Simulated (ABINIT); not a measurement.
# GaN (F-43m): G0W0 with ABINIT, start to end, part 2 of 3

Aim: the G0W0 gap of GaN (F-43m) on PBE, step by step.

ABINIT 10.8.3; PBE and many-body steps on it, plane waves. Known limits of the many-body steps: short of the basis limit; no spin-orbit coupling.

So far. Step 2 (Ground state): The gap is direct, at Γ.

## 3. Bands along the symmetry lines

Level of this step: DFT, PBE, plane waves, norm-conserving pseudopotentials (ABINIT).

The cheap functional maps the bands first; the places of the edges decide which points the dearer methods must see.

run.abi reads:

```
acell 3*1.0 Angstrom
rprim 
  0.000000000000 2.253500607500 2.253500607500
  2.253500607500 0.000000000000 2.253500607500
  2.253500607500 2.253500607500 0.000000000000
ntypat 2
znucl 31 7
natom 2
typat 1 2
xred 
  0.000000000000 0.000000000000 0.000000000000
  0.750000000000 0.750000000000 0.750000000000
pp_dirpath "pseudos"
pseudos "Ga.upf, N.upf"
ecut 45
iscf -2
irdden 1
kptopt 0
nkpt 50
kpt 
  0.00000000 0.00000000 0.00000000
  -0.06250000 -0.06250000 0.00000000
  -0.12500000 -0.12500000 0.00000000
  -0.18750000 -0.18750000 0.00000000
  -0.25000000 -0.25000000 0.00000000
  -0.31250000 -0.31250000 0.00000000
  -0.37500000 -0.37500000 0.00000000
  -0.43750000 -0.43750000 0.00000000
  -0.50000000 -0.50000000 0.00000000
  -0.48437500 -0.48437500 0.03125000
  -0.46875000 -0.46875000 0.06250000
  -0.45312500 -0.45312500 0.09375000
  -0.43750000 -0.43750000 0.12500000
  -0.42187500 -0.42187500 0.15625000
  -0.40625000 -0.40625000 0.18750000
  -0.39062500 -0.39062500 0.21875000
  -0.37500000 -0.37500000 0.25000000
  -0.37500000 0.00000000 0.37500000
  -0.32812500 0.00000000 0.32812500
  -0.28125000 0.00000000 0.28125000
  -0.23437500 0.00000000 0.23437500
  -0.18750000 0.00000000 0.18750000
  -0.14062500 0.00000000 0.14062500
  -0.09375000 0.00000000 0.09375000
  -0.04687500 0.00000000 0.04687500
  0.00000000 0.00000000 0.00000000
  0.00000000 0.00000000 0.06250000
  0.00000000 0.00000000 0.12500000
  0.00000000 0.00000000 0.18750000
  0.00000000 0.00000000 0.25000000
  0.00000000 0.00000000 0.31250000
  0.00000000 0.00000000 0.37500000
  0.00000000 0.00000000 0.43750000
  0.00000000 0.00000000 0.50000000
  -0.06250000 -0.03125000 0.46875000
  -0.12500000 -0.06250000 0.43750000
  -0.18750000 -0.09375000 0.40625000
  -0.25000000 -0.12500000 0.37500000
  -0.31250000 -0.15625000 0.34375000
  -0.37500000 -0.18750000 0.31250000
  -0.43750000 -0.21875000 0.28125000
  -0.50000000 -0.25000000 0.25000000
  -0.50000000 -0.28125000 0.21875000
  -0.50000000 -0.31250000 0.18750000
  -0.50000000 -0.34375000 0.15625000
  -0.50000000 -0.37500000 0.12500000
  -0.50000000 -0.40625000 0.09375000
  -0.50000000 -0.43750000 0.06250000
  -0.50000000 -0.46875000 0.03125000
  -0.50000000 -0.50000000 0.00000000
istwfk *1
nband 23
nbdbuf 5
tolwfr 1e-07
nstep 50
prtwf 0
prtvol 0
indata_prefix "in"
outdata_prefix "out"
tmpdata_prefix "tmp"
```

Run with:

```
> OMP_NUM_THREADS=1 mpirun -n 8 abinit run.abi > log
```

Log:

```text
.Version 10.8.3 of ABINIT. v10.8.2 released Aug 2026.

 Symmetries : space group F-4 3 m (#216); Bravais cF (face-center cubic)
[... echo of the input left out ...]
== DATASET  1 ==================================================================
-   mpi_nproc: 8, omp_nthreads: 1 (-1 if OMP is not activated)

--- !DatasetInfo
iteration_state: {dtset: 1, }
dimensions: {natom: 2, nkpt: 50, mband: 23, nsppol: 1, nspinor: 1, nspden: 1, mpw: 2252, }
cutoff_energies: {ecut:  45.0, pawecutdg:  -1.0, }
electrons: {nelect:   2.60000000E+01, charge:   0.00000000E+00, occopt:   1.00000000E+00, tsmear:   1.00000000E-02, }

 Real(R)+Recip(G) space primitive vectors, cartesian coordinates (Bohr,Bohr^-1):
 R(1)=  0.0000000  4.2584990  4.2584990  G(1)= -0.1174123  0.1174123  0.1174123
 R(2)=  4.2584990  0.0000000  4.2584990  G(2)=  0.1174123 -0.1174123  0.1174123
 R(3)=  4.2584990  4.2584990  0.0000000  G(3)=  0.1174123  0.1174123 -0.1174123
 Unit cell volume ucvol=  1.5445417E+02 bohr^3
 Angles (23,13,12)=  6.00000000E+01  6.00000000E+01  6.00000000E+01 degrees

 getcut: wavevector=  0.0000  0.0000  0.0000  ngfft=  40  40  40
         ecut(hartree)=     45.000   => boxcut(ratio)=   2.19947

--- Pseudopotential description ------------------------------------------------
- Ga Generated using ONCVPSP code by D. R. Hamann
- 31.00000  21.00000  171031                  znucl, zion, pspdat
12 -101130 2 -1 1902                          pspcod,pspxc,lmax,lloc,mmax
     nproj     2     2     2
  pspatm : epsatm=   21.85474337
         --- l  ekb(1:nproj) -->
             0    4.962806   -1.220223
             1   -5.679278   -1.350476
             2  -10.596651   -3.839775
 pspatm: atomic psp has been read  and splines computed

- N Generated using ONCVPSP code by D. R. Hamann
-  7.00000   5.00000  171031                  znucl, zion, pspdat
12 -101130 1 -1 1058                          pspcod,pspxc,lmax,lloc,mmax
     nproj     2     2     0
  pspatm : epsatm=    5.20977870
         --- l  ekb(1:nproj) -->
[...]
pspatm: atomic psp has been read  and splines computed

--------------------------------------------------------------------------------

================================================================================
 prteigrs : about to open file out_EIG
 Non-SCF case, kpt    1 (  0.00000  0.00000  0.00000), residuals and eigenvalues=
  1.33E-08  2.91E-08  4.87E-08  7.42E-08  1.14E-08  1.54E-08  3.04E-08  5.57E-08
  8.32E-08  6.50E-08  2.65E-08  2.76E-08  6.73E-08  1.62E-08  1.51E-08  1.64E-08
  5.61E-08  6.32E-08  7.42E-08  9.89E-08  1.03E-06  2.41E-07  2.17E-05
 -4.9767E+00 -3.1639E+00 -3.1639E+00 -3.1639E+00 -3.3240E-01 -2.4568E-01
 -2.4568E-01 -2.4568E-01 -2.3446E-01 -2.3446E-01  2.5220E-01  2.5220E-01
  2.5220E-01  3.1643E-01  6.3289E-01  6.3289E-01  6.3289E-01  8.9971E-01
  9.4408E-01  9.4408E-01  9.4408E-01  9.8019E-01  9.8019E-01
[...]
9.7538E-01  9.8369E-01  9.8369E-01  9.9406E-01  1.0507E+00
[...]
Non-SCF case, kpt   49 ( -0.50000 -0.46875  0.03125), residuals and eigenvalues=
[...]
1.0535E+00  1.1636E+00  1.1751E+00  1.1982E+00  1.2911E+00
 Non-SCF case, kpt   50 ( -0.50000 -0.50000  0.00000), residuals and eigenvalues=
[...]
-2.3489E-01 -2.3489E-01 -2.3158E-01 -1.7018E-01  2.7425E-02  1.5326E-01
  1.5326E-01  3.7646E-01  4.9813E-01  6.8249E-01  7.6536E-01  7.6536E-01
  1.0510E+00  1.1642E+00  1.1953E+00  1.1953E+00  1.2727E+00

--- !ResultsGS
iteration_state: {dtset: 1, }
comment   : Summary of ground state results
lattice_vectors:
- [  0.0000000,   4.2584990,   4.2584990, ]
- [  4.2584990,   0.0000000,   4.2584990, ]
- [  4.2584990,   4.2584990,   0.0000000, ]
lattice_lengths: [   6.02243,    6.02243,    6.02243, ]
lattice_angles: [ 60.000,  60.000,  60.000, ] # degrees, (23, 13, 12)
lattice_volume:   1.5445417E+02
convergence: {deltae:  0.000E+00, res2:  0.000E+00, residm:  9.956E-08, diffor:  0.000E+00, }
etotal    :  -2.58718230E+02
entropy   :   0.00000000E+00
fermie    :   2.52201327E-01
cartesian_stress_tensor: null
pressure_GPa: null
xred      :
- [  0.0000E+00,   0.0000E+00,   0.0000E+00, Ga]
- [  7.5000E-01,   7.5000E-01,   7.5000E-01,  N]
cartesian_forces: null
force_length_stats: {min: null, max: null, mean: null, }

 Integrated electronic density in atomic spheres:
 ------------------------------------------------
 Atom  Sphere_radius  Integrated_density
[...]
================================================================================

 ----iterations are completed or convergence reached----

 Mean square residual over all n,k,spin=   40.592E-09; max=  99.556E-09
 reduced coordinates (array xred) for    2 atoms
       0.000000      0.000000      0.000000
       0.750000      0.750000      0.750000

 cartesian coordinates (angstrom) at end:
    1      0.000000     0.000000     0.000000
    2      3.380251     3.380251     3.380251
 length scales=  1.889726  1.889726  1.889726 bohr
              =  1.000000  1.000000  1.000000 angstroms
 prteigrs : about to open file out_EIG
 Eigenvalues (hartree) for nkpt=  50  k points:
 kpt#   1, nband= 23, wtk=  1.00000, kpt=  0.0000  0.0000  0.0000 (reduced coord)
[...]
kpt#   2, nband= 23, wtk=  1.00000, kpt= -0.0625 -0.0625  0.0000 (reduced coord)
[...]
kpt#   3, nband= 23, wtk=  1.00000, kpt= -0.1250 -0.1250  0.0000 (reduced coord)
[...]
kpt#  49, nband= 23, wtk=  1.00000, kpt= -0.5000 -0.4687  0.0313 (reduced coord)
[...]
0.76058    0.76644    1.05352    1.16365    1.17513    1.19824    1.29110
 kpt#  50, nband= 23, wtk=  1.00000, kpt= -0.5000 -0.5000  0.0000 (reduced coord)
  -4.97665   -3.16398   -3.16387   -3.16387   -0.29517   -0.24278   -0.23489   -0.23489
  -0.23158   -0.17018    0.02742    0.15326    0.15326    0.37646    0.49813    0.68249
   0.76536    0.76536    1.05095    1.16418    1.19527    1.19527    1.27274

== END DATASET(S) ==============================================================
================================================================================

 -outvars: echo values of variables after computation  --------
            nband          23
             nkpt          50
          spgroup         216
 [... the other variables as echoed above ...]

 Calculation completed.
```

Elapsed: 11 s, on 8 MPI ranks of Arm Neoverse N1, shared host; peak memory 0.5 GiB.

Read from the output:

```yaml
gap: 1.748 eV
k_of_the_valence_top: 0, 0, 0
k_of_the_conduction_bottom: 0, 0, 0
least_direct_gap: 1.748 eV
```

The gap is 1.748 eV, as in the run before at this level.

Electronic bands along the path, in eV, zero at the top of the highest filled band:

```
    point  band 10  band 11  band 12  band 13  band 14  band 15  band 16  band 17
        Γ   -13.24     0.00     0.00     0.00     1.75    10.36    10.36    10.36
  halfway   -13.02    -3.42    -1.48    -1.48     4.59     7.43    11.64    12.03
        X   -11.49    -6.12    -2.69    -2.69     3.38     6.69    11.71    13.96
  halfway   -11.42    -6.02    -3.33    -2.55     3.97     7.14    11.58    13.60
        U   -11.34    -5.85    -4.24    -2.16     5.02     7.87    11.08    12.86
jump to K   -11.34    -5.85    -4.24    -2.16     5.02     7.87    11.08    12.86
  halfway   -12.86    -4.19    -2.11    -0.53     5.23     8.52     9.65    11.19
        Γ   -13.24     0.00     0.00     0.00     1.75    10.36    10.36    10.36
  halfway   -13.16    -3.85    -0.52    -0.52     4.08     8.81    10.81    10.81
        L   -11.94    -7.02    -0.96    -0.96     4.67     8.73    10.41    10.41
  halfway   -11.62    -6.40    -2.99    -1.76     6.65     7.04    10.11    11.73
        W   -11.22    -5.68    -3.68    -3.62     6.24     8.39    10.30    11.14
  halfway   -11.35    -5.93    -3.20    -3.17     4.60     7.49    11.47    12.28
        X   -11.49    -6.12    -2.69    -2.69     3.38     6.69    11.71    13.96
```

The electronic bands as a text plot (rows in eV, shown from -8.0 to 7.7 only):

```
    7.4 |     ++       +++  ++                       + +     ++
    6.8 |       +++++++     ++                        ++       ++
    6.1 |                  +  ++                     +  ++++
    5.5 |                       +                   +       +
    4.8 |     ++         ++                    +++++         +
    4.1 |    +  +++    ++        ++         +++               +
    3.5 |  ++      ++++            ++      +                   ++
    2.8 |                                ++
    2.2 | +                          +  +
    1.5 |+                            ++
    0.9 |
    0.2 |*                         ******
   -0.5 | ***                   ******  *******
   -1.1 |    *              **** **            *******
   -1.8 |  ** ****         *       **    **         * *
   -2.4 |    *    *********     *          *         * **       *
   -3.1 |             **      ** **                   *  *   ***
   -3.7 |     **        *   **              *          ******
   -4.4 |       **       ***    *
   -5.0 |         *           **             **
   -5.7 |          **  *******                 *        *******
   -6.4 |            **                              ***       **
   -7.0 |                                       *****
   -7.7 |
         Γ           X  U|K            Γ         L        W     X
```

## 4. Empty states on the mesh, 6×6×6 mesh, 190 bands

The sums over transitions need many empty states on a uniform mesh; this step solves for them.

run.abi reads:

```
acell 3*1.0 Angstrom
rprim 
  0.000000000000 2.253500607500 2.253500607500
  2.253500607500 0.000000000000 2.253500607500
  2.253500607500 2.253500607500 0.000000000000
ntypat 2
znucl 31 7
natom 2
typat 1 2
xred 
  0.000000000000 0.000000000000 0.000000000000
  0.750000000000 0.750000000000 0.750000000000
pp_dirpath "pseudos"
pseudos "Ga.upf, N.upf"
ecut 45
ngkpt 6 6 6
nshiftk 1
shiftk 0 0 0
kptopt 1
chksymbreak 0
irdden 1
istwfk *1
nband 190
prtvol 0
optdriver 6
gwr_task "HDIAGO"
paral_kgb 0
occopt 1
indata_prefix "in"
outdata_prefix "out"
tmpdata_prefix "tmp"
```

Log:

```text
[banner, memory and clock lines left out]
.Version 10.8.3 of ABINIT. v10.8.2 released Aug 2026.

 Symmetries : space group F-4 3 m (#216); Bravais cF (face-center cubic)
[... echo of the input left out ...]
== DATASET  1 ==================================================================
-   mpi_nproc: 8, omp_nthreads: 1 (-1 if OMP is not activated)

--- !DatasetInfo
iteration_state: {dtset: 1, }
dimensions: {natom: 2, nkpt: 16, mband: 190, nsppol: 1, nspinor: 1, nspden: 1, mpw: 2252, }
cutoff_energies: {ecut:  45.0, pawecutdg:  -1.0, }
electrons: {nelect:   2.60000000E+01, charge:   0.00000000E+00, occopt:   1.00000000E+00, tsmear:   1.00000000E-02, }

.Using double precision arithmetic; gwpc =  8

- Reading GS density from: in_DEN

--- Pseudopotential description ------------------------------------------------
- Ga Generated using ONCVPSP code by D. R. Hamann
- 31.00000  21.00000  171031                  znucl, zion, pspdat
12 -101130 2 -1 1902                          pspcod,pspxc,lmax,lloc,mmax
     nproj     2     2     2
  pspatm : epsatm=   21.85474337
         --- l  ekb(1:nproj) -->
             0    4.962806   -1.220223
             1   -5.679278   -1.350476
             2  -10.596651   -3.839775
 pspatm: atomic psp has been read  and splines computed

- N Generated using ONCVPSP code by D. R. Hamann
-  7.00000   5.00000  171031                  znucl, zion, pspdat
12 -101130 1 -1 1058                          pspcod,pspxc,lmax,lloc,mmax
     nproj     2     2     0
  pspatm : epsatm=    5.20977870
         --- l  ekb(1:nproj) -->
             0    7.494509    0.636305
             1   -4.293905   -1.006988
 pspatm: atomic psp has been read  and splines computed

   7.03677574E+02                                ecore*ucvol(ha*bohr**3)

 Total charge density [el/Bohr^3]
)     Maximum=    6.4955E+00  at reduced coord.    0.9500    0.9750    0.9750
)     Minimum=    5.4195E-03  at reduced coord.    0.5000    0.5000    0.5000
   Integrated=    2.6000E+01

 === KS gaps after direct diagonalization ===
 Direct band gap semiconductor
 Fundamental gap:     1.748 (eV)
   VBM:     6.863 (eV) at k: [ 0.0000E+00,  0.0000E+00,  0.0000E+00]
   CBM:     8.611 (eV) at k: [ 0.0000E+00,  0.0000E+00,  0.0000E+00]
 Direct gap:         1.748 (eV) at k: [ 0.0000E+00,  0.0000E+00,  0.0000E+00]

== END DATASET(S) ==============================================================

 -outvars: echo values of variables after computation  --------
           etotal      0.0000000000E+00
            nband         190
             nkpt          16
          spgroup         216
 [... the other variables as echoed above ...]

 Calculation completed.
```

Run time: 34 s. Hardware: 8 MPI ranks; peak memory 2.6 GiB.

This step gave:

```
gap                                                           : 1.748 eV
k of the valence top                                          : 0, 0, 0
k of the conduction bottom                                    : 0, 0, 0
least direct gap                                              : 1.748 eV
k points computed                                             : 16
lowest point of the top converged band, above the valence top : 205.3414 eV
```

On this mesh the gap is 1.748 eV.

## 5. Screening, 6×6×6 mesh, 182 bands, screening to 359.2 eV

The RPA dielectric matrix is built and inverted for each q.

This step: RPA screening on PBE, plane waves, norm-conserving pseudopotentials.

run.abi, as its differences from that of step 4:

```diff
@@ -20,10 +20,11 @@
 chksymbreak 0
-irdden 1
 istwfk *1
-nband 190
-prtvol 0
-optdriver 6
-gwr_task "HDIAGO"
-paral_kgb 0
 occopt 1
+irdwfk 1
+optdriver 3
+nband 182
+ecuteps 13.2
+inclvkb 2
+awtr 1
+symchi 1
 indata_prefix "in"
```

Log:

```text
.Version 10.8.3 of ABINIT. v10.8.2 released Aug 2026.

 Symmetries : space group F-4 3 m (#216); Bravais cF (face-center cubic)
[... echo of the input left out ...]
== DATASET  1 ==================================================================
-   mpi_nproc: 8, omp_nthreads: 1 (-1 if OMP is not activated)

--- !DatasetInfo
iteration_state: {dtset: 1, }
dimensions: {natom: 2, nkpt: 16, mband: 182, nsppol: 1, nspinor: 1, nspden: 1, mpw: 2252, }
cutoff_energies: {ecut:  45.0, pawecutdg:  -1.0, }
electrons: {nelect:   2.60000000E+01, charge:   0.00000000E+00, occopt:   1.00000000E+00, tsmear:   1.00000000E-02, }

 SCREENING: Calculation of the susceptibility and dielectric matrices

 Based on a program developped by R.W. Godby, V. Olevano, G. Onida, and L. Reining.
 Incorporated in ABINIT by V. Olevano, G.-M. Rignanese, and M. Torrent.
.Using double precision arithmetic ; gwpc =  8

[... cell and pseudopotentials left out ...]
--------------------------------------------------------------------------------

 ==== K-mesh for the wavefunctions ====
 Number of points in the irreducible wedge :    16
[... list of points left out ...]
 Together with 24 symmetry operations and time-reversal symmetry
 yields   216 points in the full Brillouin Zone.

 ==== Q-mesh for the screening function ====
 Number of points in the irreducible wedge :    16
[... list of points left out ...]
 Together with 24 symmetry operations and time-reversal symmetry
 yields   216 points in the full Brillouin Zone.

 setmesh: FFT mesh size selected  =    27x   27x   27
          total number of points  =        19683

 vcoul_init : cutoff-mode = AUXILIARY_FUNCTION
 q-points for optical limit:   1
     1)      0.000010    0.000020    0.000030

- screening: taking advantage of time-reversal symmetry
- Maximum band index for partially occupied states nbvw = 13
- Remaining bands to be divided among processors   nbcw = 169
- Number of bands treated by each node ~21

 Number of electrons calculated from density =   26.0000; Expected =   26.0000
 average of density, n =  0.168335
 r_s =    1.1235
 omega_plasma =   39.5770 [eV]

 calculating chi0 at frequencies [eV] :
  1    0.000000E+00    0.000000E+00
  2    0.000000E+00    3.957696E+01

--------------------------------------------------------------------------------
  q-point number  1        q = ( 0.000000, 0.000000, 0.000000) [r.l.u.]
--------------------------------------------------------------------------------
[... chi0 elements left out ...]
 For q-point:  0.000010 0.000020 0.000030
  dielectric constant =   6.4064
  dielectric constant without local fields =   6.8789

  Average fulfillment of the sum rule on Im[epsilon] for q-point    1 :     68.21  [%]
[... wings left out ...]
  q-point number  2        q = ( 0.166667, 0.000000, 0.000000) [r.l.u.]
--------------------------------------------------------------------------------
[... chi0 elements left out ...]
  Average fulfillment of the sum rule on Im[epsilon] for q-point    2 :     79.71  [%]

 [... 14 further q-points ...]
```

Elapsed: 9.8 min, on 8 MPI ranks; peak memory 2.3 GiB; 78 min of CPU time.

Read from the output:

- ε∞ with local fields, on this mesh: 6.406
- ε∞ without local fields, on this mesh: 6.879
- plasma frequency: 39.58 eV
- plane waves in the screening matrix: 339

Local fields lower ε∞ by 7 %.

[end of part 2 of 3]

[Long decimals in the printed logs are rounded to 6 places.]

[Logs are printed without paths, hosts, clocks, repeated set-up lines and the standing remarks that a program may print on its own settings, such as how far it seeks lower states.]

[Paths, hosts, dates, memory and timing lines, banners, echoed tables and standing remarks are left out of the program output; an Ansatz launch command may be rebuilt from the run's recorded settings. Measured values are a selection of at most five: reports struck by readers or far from the other reports are left out. None is set beside runs whose start may be inverted or whose files or cutoffs have a known fault.]

[Runs of the session that timed out or met a known fault of the program may be left out.]

[Hosts, paths, dates, database ids (printed as entryN), source tags and the programs' standing remarks are cut or masked in the printed files.]

[G0W0 gaps are taken among the corrected bands and points alone; a level outside them can change the order at an edge.]

[Where Ansatz stands beside ABINIT at settings called matched, ABINIT's density can come from a denser mesh and the files from another edition; pairs whose starting gaps differed by over 0.03 eV were left out, so agreement reads better than it is.]
